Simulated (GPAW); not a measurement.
# Sn K-edge XANES of SnO2 (Pnnm), part 2 of 3

Aim: the dependence of the Sn K near-edge features of SnO2 (Pnnm) on volume.

GPAW 26.7.0; X-ray absorption from dipole matrix elements to empty bands, plane-wave PAW LDA.

So far. Step 2 (Ground state of the crystal): The mesh shows a gap of 0.68 eV, so the hole is first treated in a charged cell, without the excited electron.

**4. Spectrum with FCH, Sn atom 1**

The holes are 5.8 Å apart. In GPAW the data set carries the hole's charge, so charge=0 means a charged cell and charge=-1 a neutral one. The excited electron is left out and a uniform background balances the charge. After the field has converged, empty bands are computed with the density fixed and the dipole matrix elements are summed.

The absorber has 6 O at 2.09 Å (octahedral, site symmetry 2/m).

xas.py reads:

```python
import numpy as np
from ase import Atoms
from ase.parallel import parprint, paropen
from gpaw import GPAW, PW, FermiDirac, Mixer, MixerDif, setup_paths
from gpaw.test import gen
setup_paths.insert(0, '.')
gen('Sn', name='fch1s', xcname='LDA', corehole=(1, 0, 1), write_xml=True)
from gpaw.mpi import world
world.barrier()

atoms = Atoms('Sn4O8',
    cell=[[-4.788004, 0, -3.240898],
     [4.788004, 0, -3.240898],
     [0, -4.866582, -3.240898]],
    scaled_positions=[[0, 0, 0],
     [0.5, 0.5, 0],
     [0.75, 0.25, 0.5],
     [0.25, 0.75, 0.5],
     [0.9854065, 0.6935515, 0.321042],
     [0.4854065, 0.1935515, 0.321042],
     [0.0564485, 0.2645935, 0.178958],
     [0.5564485, 0.7645935, 0.178958],
     [0.4435515, 0.2354065, 0.821042],
     [0.9435515, 0.7354065, 0.821042],
     [0.0145935, 0.3064485, 0.678958],
     [0.5145935, 0.8064485, 0.678958]],
    pbc=True)
atoms.calc = calc = GPAW(legacy_gpaw=True, mode=PW(500), xc='LDA', setups={0: 'fch1s'},
    kpts={'size': (3, 3, 3), 'gamma': True}, occupations=FermiDirac(0.02),
    charge=0, mixer=Mixer(0.1, 5, 50), maxiter=150,
    convergence={'density': 0.0001}, txt='scf.txt')
energy = atoms.get_potential_energy() + calc.get_reference_energy()
ef = calc.get_fermi_level()
out = dict(energy=energy, fermi=ef, forces=atoms.get_forces().tolist())
parprint(f'all-electron energy {energy:.4f} eV, Fermi level {ef:.4f} eV')
ev = np.array([[calc.get_eigenvalues(k, s) for k in range(len(calc.get_ibz_k_points()))] for s in range(calc.get_number_of_spins())])
out['homo'], out['lumo'], out['counts'] = ev[ev < ef].max(), ev[ev > ef].min(), sorted(set((ev < ef).sum((0, 2)).tolist()))
out['filled'] = (ev[:, 0] < ef).sum(1).tolist()

from ase.units import Ha
from gpaw.xas import dipole_matrix_elements
nb = int(calc.get_number_of_electrons() / 2) + 93
top, nb = nb, nb + 8 + nb // 12
nscf = calc.fixed_density(kpts={'size': (3, 3, 3), 'gamma': True}, nbands=nb,
    convergence={'bands': top, 'eigenstates': 1e-5}, maxiter=60, txt='nscf.txt')
cell = atoms.cell.array
ops = [cell.T @ U.T @ np.linalg.inv(cell.T) for U in nscf.wfs.kd.symmetry.op_scc]
filled = [52]  # bands filled in the ground state, by spin
E = np.arange(-6, 34, 0.1)
fwhm = np.interp(E, [4, 25], [8.49, 8.49])
Y, X, zero, highest = 0, 0, 1e9, 1e9
for spin in range(nscf.get_number_of_spins()):
    wfs = nscf.wfs
    A = dipole_matrix_elements(wfs.setups[0])
    eps = np.zeros((wfs.kd.nibzkpts, nb))
    d = np.zeros((3, A.shape[1], wfs.kd.nibzkpts, nb), complex)
    for kpt in wfs.kpt_u:
        if kpt.s == spin and 0 in kpt.P_ani:
            eps[kpt.k] = kpt.eps_n * Ha
            d[:, :, kpt.k] = (kpt.weight * wfs.nspins / 2) ** 0.5 * np.inner(A, kpt.P_ani[0])
    world.sum(eps)
    world.sum(d)
    T = np.einsum('amkn,bmkn->abkn', d, d.conj()).real
    T = sum(np.einsum('ai,ijkn,bj->abkn', R, T, R) for R in ops) / len(ops)
    empty = np.ones_like(eps, bool) & (np.arange(nb) >= filled[spin])
    zero, highest = min(zero, eps[empty].min()), min(highest, eps[:, top - 1].min())
    lines = [(eps, T, empty)] if spin == 0 else lines + [(eps, T, empty)]
for eps, T, empty in lines:
    f = np.einsum('aakn->akn', T).reshape(3, -1)
    x = eps.ravel() - zero
    w = np.interp(x, E, fwhm) / 2.35482
    g = np.exp(-0.5 * ((E[:, None] - x) / w) ** 2) / (w * (2 * np.pi) ** 0.5)
    Y = Y + (f * empty.ravel()) @ g.T
    X = X + (f * ~empty.ravel()) @ g.T
out.update(E=E.round(2).tolist(), xas=Y.tolist(), xes=X.tolist(), zero=zero, valid=highest - zero, nk=len(eps), nb=nb)
for i in range(0, len(E), 10):
    parprint(f'{E[i]:7.2f}', *(f'{v:10.3e}' for v in Y[:, i]))
import json
with paropen('out.json', 'w') as f:
    json.dump(out, f)
```

Started as:

```console
$ OMP_NUM_THREADS=1 mpirun -n 2 gpaw python xas.py
```

Numbers of over 12 decimals in the logs are rounded to 6 here.

Log:

```text
Input parameters:
  convergence: {density: 0.0001}
  kpts: {gamma: True,
         size: (3, 3, 3)}
  maxiter: 150
  mixer: {backend: pulay,
          beta: 0.1,
          method: separate,
          nmaxold: 5,
          weight: 50}
  mode: {ecut: 500.0,
         name: pw}
  occupations: {fixmagmom: False,
                name: fermi-dirac,
                width: 0.02}
  setups: {0: fch1s}

Initialize ...

[... PAW data sets ...]

Reference energy: -658421.094069  # eV

Spin-paired calculation

[... convergence settings ...]
Symmetries present (total): 4
  [... symmetry matrices ...]

27 k-points: 3 x 3 x 3 Monkhorst-Pack grid
10 k-points in the irreducible part of the Brillouin zone
       k-points in crystal coordinates                weights
   0:     0.00000000    0.00000000    0.00000000          1/27
   1:     0.00000000    0.00000000    0.33333333          2/27
   2:     0.33333333   -0.33333333   -0.33333333          2/27
   3:     0.33333333   -0.33333333    0.00000000          2/27
   4:     0.33333333   -0.33333333    0.33333333          2/27
   5:     0.33333333    0.00000000   -0.33333333          4/27
   6:     0.33333333    0.00000000    0.00000000          4/27
   7:     0.33333333    0.00000000    0.33333333          4/27
   8:     0.33333333    0.33333333    0.00000000          4/27
   9:     0.33333333    0.33333333    0.33333333          2/27

Wave functions: Plane wave expansion
  Cutoff energy: 500.000 eV
  Number of coefficients (min, max): 3820, 3867
  Pulay-stress correction: 0.000000 eV/Ang^3 (de/decut=0.000000)
  Using FFTW library
  Wavefunction extrapolation:
    Improved wavefunction reuse through dual PAW basis

Occupation numbers: Fermi-Dirac:
  width: 0.0200  # eV

Eigensolver
   Davidson(niter=2)

Densities:
  Coarse grid: 32*32*32 grid
  Fine grid: 64*64*64 grid
  Total Charge: 1.000000

Density mixing:
  Method: separate
  Backend: pulay
  Linear mixing parameter: 0.1
  old densities: 5
  Width of damping distribution: 1.1
  Damping of long wavelength oscillations: 50

[... Hamiltonian set-up ...]
Number of atoms: 12
Number of atomic orbitals: 68
Number of bands in calculation: 67
Number of valence electrons: 104
Bands to converge: occupied

... initialized

Initializing position-dependent things.

Density initialized from atomic densities
Creating initial wave functions:
  67 bands from LCAO basis set

                Sn

                  O

                Sn
           O
                 OO
        Sn          Sn
           O
           O
                 O

           O

Atomic positions and initial magnetic moments

Positions:
   0 Sn     0.000000    0.000000    0.000000    ( 0.0000,  0.0000,  0.0000)
   1 Sn     0.000000    0.000000   -3.240898    ( 0.0000,  0.0000,  0.0000)
   2 Sn    -2.394002   -2.433291   -4.861347    ( 0.0000,  0.0000,  0.0000)
   3 Sn     2.394002   -2.433291   -4.861347    ( 0.0000,  0.0000,  0.0000)
   4 O     -1.397403   -1.562377   -6.481796    ( 0.0000,  0.0000,  0.0000)
   5 O     -1.397403   -1.562377   -3.240898    ( 0.0000,  0.0000,  0.0000)
   6 O      0.996599   -0.870914   -1.620449    ( 0.0000,  0.0000,  0.0000)
   7 O      0.996599   -0.870914   -4.861347    ( 0.0000,  0.0000,  0.0000)
   8 O     -0.996599   -3.995668   -4.861347    ( 0.0000,  0.0000,  0.0000)
   9 O     -0.996599   -3.995668   -8.102245    ( 0.0000,  0.0000,  0.0000)
  10 O      1.397403   -3.304205   -3.240898    ( 0.0000,  0.0000,  0.0000)
  11 O      1.397403   -3.304205   -6.481796    ( 0.0000,  0.0000,  0.0000)

Unit cell:
           periodic     x           y           z      points  spacing
  1. axis:    yes   -4.788004    0.000000   -3.240898    32     0.1469
  2. axis:    yes    4.788004    0.000000   -3.240898    32     0.1469
  3. axis:    yes    0.000000   -4.866582   -3.240898    32     0.1521

  Lengths:   5.781730   5.781730   5.846968
  Angles:   71.898540  71.898540 111.813530

Effective grid spacing dv^(1/3) = 0.1664

iter:   1  -110.096973
iter:   2  -104.702446   -0.70  -0.91
iter:   3   -99.322500   -0.52  -1.02
iter:   4   -99.278253   -1.44  -1.39
iter:   5   -99.046977   -2.26  -1.69
iter:   6   -99.026581   -2.73  -2.28
iter:   7   -99.016526c  -3.94  -2.39
iter:   8   -99.012284c  -3.44  -2.59
iter:   9   -99.010639c  -4.32  -2.93
iter:  10   -99.010468c  -5.85  -3.21
iter:  11   -99.010376c  -5.16  -3.38
iter:  12   -99.010353c  -6.29  -3.93
iter:  13   -99.010349c  -7.71c -4.01c

Converged after 13 iterations.

Dipole moment: (-0.000000, 0.000000, 0.000000) |e|*Ang

Energy contributions relative to reference atoms: (reference = -658421.094069)

Kinetic:        +21.843538
Potential:      -34.251251
External:        +0.000000
XC:             -85.469923
Entropy (-ST):   -0.000004
Local:           -1.132711
SIC:             +0.000000
--------------------------
Free energy:    -99.010351
Extrapolated:   -99.010349

Showing only first 2 kpts
 Kpt  Band  Eigenvalues  Occupancy
  0    50      4.57040    2.00000
  0    51      4.88758    1.99997
  0    52      5.28857    0.00026
  0    53      8.48762    0.00000

  1    50      4.56077    2.00000
  1    51      4.67254    2.00000
  1    52      7.04277    0.00000
[...]
Fermi level: 5.10984

Gap: 0.391 eV
Transition (v -> c):
  (s=0, k=6, n=51, [0.33, 0.00, 0.00]) -> (s=0, k=0, n=52, [0.00, 0.00, 0.00])
Direct/indirect transitions are different
Direct gap: 0.401 eV
Transition at: (s=0, k=0, n=51, [0.00, 0.00, 0.00])

Forces in eV/Ang:
  0 Sn    0.00000    0.00000    0.00000
  1 Sn    0.00000    0.00000    0.00000
  2 Sn    0.00000    0.00000    0.98098
  3 Sn    0.00000    0.00000   -0.98098
  4 O     0.43806    0.69416    0.00000
  5 O    -0.13820    0.03609    0.00000
  6 O    -0.77746    0.57977    1.01933
  7 O    -0.77746    0.57977   -1.01933
  8 O     0.77746   -0.57977    1.01933
  9 O     0.77746   -0.57977   -1.01933
 10 O    -0.43806   -0.69416    0.00000
 11 O     0.13820   -0.03609    0.00000
Scalar-relativistic atomic LDA calculation for Sn (Tin, Z=50)
Core hole in 1s state (1s occupation: 1.0)
750 radial gridpoints.
|------------------------------------------------|
|------------------------------------------------|
[... the atom generator's iteration count ...]

Energy contributions:
-------------------------
Kinetic:    +5276.056261
XC:          -143.890541
Potential: -10225.661103
-------------------------
Total:      -5093.495383

state      eigenvalue         ekin         rmax
-----------------------------------------------
1s^1.0 : -1088.196241  1367.904766        0.019
2s^2.0 :  -167.334963   290.036643        0.105
2p^6.0 :  -152.111082   277.465433        0.083
3s^2.0 :   -33.069662    83.401320        0.303
3p^6.0 :   -27.833859    78.099019        0.294
3d^10.0:   -19.332510    71.560928        0.244
4s^2.0 :    -5.688765    22.953194        0.727
4p^6.0 :    -4.044466    19.741147        0.763
4d^10.0:    -1.556882    13.630167        0.846
5s^2.0 :    -0.761474     3.525616        1.879
5p^2.0 :    -0.450294     2.286700        2.241
-----------------------------------------------
(units: Bohr and Hartree)

Generating PAW setup
Kinetic energy of the core from tauc = 5260.686108730145
Cutoffs:
rc(s)=2.270
rc(p)=2.400
rc(d)=2.240
rc(vbar)=2.250
rc(comp)=2.260
rc(nct)=2.400

Kinetic energy of the core states: 5128.129960
Charge: 1.0
Core electrons: 35.0
Valence electrons: 14.0
Pseudo-core charge: 0.221958
Shape function alpha=1.958
Pseudo-electron charge 6.372038
state    eigenvalue         norm
--------------------------------
5s(2) :    -0.761474     1.228420
*s    :     0.238526
5p(2) :    -0.450294     1.048618
*p    :     0.549706
4d(10):    -1.556882     0.159600
*d    :    -0.556882
--------------------------------

Diagonalizing with gridspacing h=0.050

state   all-electron     PAW
-------------------------------
5s:      -0.761474    -0.762236
5p:      -0.450294    -0.451667
4d:      -1.556882    -1.557625
*f:                   -0.025424
-------------------------------
<dir> UserWarning: Initial realspace grid (30,30,32) inconsistent with symmetries.
  warnings.warn(
<dir> UserWarning: Using symmetrized grid: (32,32,32).

  warnings.warn('Using symmetrized grid: ({},{},{}).\n'.format(*N_c))
<dir> UserWarning: Initial realspace grid (30,30,32) inconsistent with symmetries.
  warnings.warn(
<dir> UserWarning: Using symmetrized grid: (32,32,32).

  warnings.warn('Using symmetrized grid: ({},{},{}).\n'.format(*N_c))
all-electron energy -658520.1044 eV, Fermi level 5.1098 eV
[...]
31.00  9.781e-09  1.017e-08  8.096e-09
  32.00  9.255e-09  1.002e-08  7.759e-09
  33.00  9.015e-09  1.004e-08  7.644e-09
```

Run time: 81 s. Hardware: 2 MPI ranks of Arm Neoverse V2, shared host; peak memory 0.4 GiB; 2.7 min of CPU time.

The Sn K spectrum, Sn atom 1, full core hole (charged cell) (energy from the lowest empty level; intensity scaled to a mean of 1 over the first 20 eV; polarised curves are means over the symmetry-equivalent atoms):

```
E (eV)  isotropic  ε ∥ x  ε ∥ y  ε ∥ z
  -2.0       0.08   0.09   0.09   0.05
  -1.5       0.11   0.12   0.12   0.07
  -1.0       0.14   0.16   0.16   0.10
  -0.5       0.18   0.21   0.21   0.13
   0.0       0.23   0.27   0.27   0.17
   0.5       0.30   0.33   0.34   0.22
   1.0       0.37   0.41   0.42   0.27
   1.5       0.45   0.50   0.51   0.34
   2.0       0.54   0.60   0.61   0.42
   2.5       0.64   0.71   0.71   0.51
   3.0       0.75   0.82   0.83   0.60
   3.5       0.87   0.94   0.94   0.71
   4.0       0.98   1.05   1.06   0.83
   4.5       1.10   1.17   1.17   0.95
   5.0       1.21   1.27   1.28   1.08
   5.5       1.31   1.37   1.37   1.20
   6.0       1.40   1.45   1.45   1.32
   6.5       1.48   1.51   1.51   1.42
   7.0       1.54   1.55   1.55   1.52
   7.5       1.58   1.58   1.57   1.60
   8.0       1.60   1.58   1.57   1.66
   8.5       1.60   1.56   1.55   1.70
   9.0       1.59   1.53   1.51   1.71
   9.5       1.55   1.48   1.46   1.70
  10.0       1.50   1.43   1.40   1.67
  10.5       1.44   1.36   1.33   1.62
  11.0       1.36   1.28   1.25   1.56
  11.5       1.29   1.20   1.17   1.48
  12.0       1.21   1.13   1.10   1.39
  12.5       1.13   1.05   1.03   1.30
  13.0       1.05   0.98   0.96   1.21
  13.5       0.98   0.91   0.91   1.12
  14.0       0.91   0.85   0.86   1.03
  14.5       0.86   0.80   0.81   0.96
  15.0       0.81   0.75   0.78   0.89
  15.5       0.76   0.71   0.75   0.83
  16.0       0.73   0.68   0.73   0.77
  16.5       0.70   0.65   0.71   0.73
  17.0       0.67   0.63   0.69   0.69
  17.5       0.65   0.61   0.68   0.67
  18.0       0.63   0.59   0.66   0.64
  18.5       0.62   0.58   0.65   0.63
  19.0       0.61   0.57   0.64   0.61
  19.5       0.60   0.57   0.62   0.60
  20.0       0.59   0.57   0.61   0.59
  20.5       0.58   0.57   0.60   0.58
  21.0       0.58   0.57   0.59   0.57
  21.5       0.58   0.58   0.58   0.57
  22.0       0.57   0.59   0.57   0.56
  22.5       0.57   0.60   0.56   0.56
  23.0       0.57   0.60   0.56   0.55
  23.5       0.57   0.61   0.55   0.54
  24.0       0.57   0.62   0.55   0.54
  24.5       0.56   0.62   0.54   0.53
  25.0       0.56   0.62   0.54   0.52
  25.5       0.55   0.62   0.53   0.51
  26.0       0.55   0.61   0.53   0.50
  26.5       0.54   0.60   0.52   0.49
  27.0       0.53   0.59   0.52   0.48
  27.5       0.52   0.57   0.51   0.46
  28.0       0.50   0.55   0.50   0.45
  28.5       0.49   0.53   0.50   0.43
  29.0       0.47   0.51   0.49   0.42
  29.5       0.46   0.49   0.48   0.40
  30.0       0.44   0.47   0.47   0.39
  30.5       0.43   0.46   0.46   0.38
  31.0       0.42   0.44   0.46   0.36
  31.5       0.41   0.43   0.45   0.36
  32.0       0.41   0.42   0.45   0.35
```

Main maxima below 30 eV (height): 8.2 eV (1.61). A K edge sees empty p states on the absorber.

The energy difference (zero at 29255 eV) isn't read as a photon energy: for so heavy an absorber the terms left out (the hole's spin, the functional's error) amount to tens of eV or more.

**5. Supercell without a hole, the energy reference**

The cell changes for the next run, so it gets a reference energy of its own.

The cell differs from the one that the last finished run ended in (a 5.782 → 5.603 Å, b 5.782 → 5.603 Å, c 5.847 → 5.666 Å).

scf.py reads:

```python
import numpy as np
from ase import Atoms
from ase.parallel import parprint, paropen
from gpaw import GPAW, PW, FermiDirac, Mixer, MixerDif, setup_paths
from gpaw.test import gen
setup_paths.insert(0, '.')
gen('Sn', name='nch1s', xcname='LDA', corehole=(1, 0, 0), write_xml=True)
from gpaw.mpi import world
world.barrier()

atoms = Atoms('Sn4O8',
    cell=[[-4.63982537, 0, -3.14059904],
     [4.63982537, 0, -3.14059904],
     [0, -4.71597155, -3.14059904]],
    scaled_positions=[[0, 0, 0],
     [0.5, 0.5, 0],
     [0.75, 0.25, 0.5],
     [0.25, 0.75, 0.5],
     [0.9854065, 0.6935515, 0.321042],
     [0.4854065, 0.1935515, 0.321042],
     [0.0564485, 0.2645935, 0.178958],
     [0.5564485, 0.7645935, 0.178958],
     [0.4435515, 0.2354065, 0.821042],
     [0.9435515, 0.7354065, 0.821042],
     [0.0145935, 0.3064485, 0.678958],
     [0.5145935, 0.8064485, 0.678958]],
    pbc=True)
atoms.calc = calc = GPAW(legacy_gpaw=True, mode=PW(500), xc='LDA', setups={0: 'nch1s'},
    kpts={'size': (3, 3, 3), 'gamma': True}, occupations=FermiDirac(0.02),
    charge=0, mixer=Mixer(0.1, 5, 50), maxiter=150,
    convergence={'density': 0.0001}, txt='scf.txt')
energy = atoms.get_potential_energy() + calc.get_reference_energy()
ef = calc.get_fermi_level()
out = dict(energy=energy, fermi=ef, forces=atoms.get_forces().tolist())
parprint(f'all-electron energy {energy:.4f} eV, Fermi level {ef:.4f} eV')
ev = np.array([[calc.get_eigenvalues(k, s) for k in range(len(calc.get_ibz_k_points()))] for s in range(calc.get_number_of_spins())])
out['homo'], out['lumo'], out['counts'] = ev[ev < ef].max(), ev[ev > ef].min(), sorted(set((ev < ef).sum((0, 2)).tolist()))
out['filled'] = (ev[:, 0] < ef).sum(1).tolist()
import json
with paropen('out.json', 'w') as f:
    json.dump(out, f)
```

Started as:

```console
$ OMP_NUM_THREADS=1 mpirun -n 2 gpaw python scf.py
```

Log:

```text
Input parameters:
  convergence: {density: 0.0001}
  kpts: {gamma: True,
         size: (3, 3, 3)}
  maxiter: 150
  mixer: {backend: pulay,
          beta: 0.1,
          method: separate,
          nmaxold: 5,
          weight: 50}
  mode: {ecut: 500.0,
         name: pw}
  occupations: {fixmagmom: False,
                name: fermi-dirac,
                width: 0.02}
  setups: {0: nch1s}

Initialize ...

[...]
*s    :     0.603157
5p(2) :    -0.142200     1.024228
*p    :     0.857800
4d(10):    -0.952163     0.215312
*d    :     0.047837
--------------------------------

Diagonalizing with gridspacing h=0.050

state   all-electron     PAW
-------------------------------
5s:      -0.396843    -0.397377
5p:      -0.142200    -0.142842
4d:      -0.952163    -0.953074
*f:                    0.066259
-------------------------------
all-electron energy -687769.9001 eV, Fermi level 6.9347 eV
[key lines of the parts left out:]
Converged after 13 iterations.
Dipole moment: (0.000000, 0.000000, 0.000000) |e|*Ang
Free energy:    -84.288276
Fermi level: 6.93472
```

Wall time 27 s (2 MPI ranks); peak memory 0.27 GiB.

Reference energy: -687769.900 eV with the cores included.

(Continued in part 3 of 3.)

[Banner, clock and machine lines of the logs are left out without a mark of their own.]

[Logs are printed without paths, hosts, clocks, repeated set-up lines and the standing remarks that a program may print on its own settings, such as how far it seeks lower states.]

[Hosts, paths, dates, database ids (printed as entryN), source tags and the programs' standing remarks are cut or masked in the printed files.]

[Lists of maxima count a maximum above −3 eV only where it reaches 4 % of the highest in the window and stands out from its surroundings by 2 % of it (1.5 % where it reaches 55 %); shoulders and weaker maxima are passed over, and of the rest the first, up to two pre-edge ones and the few strongest are named.]
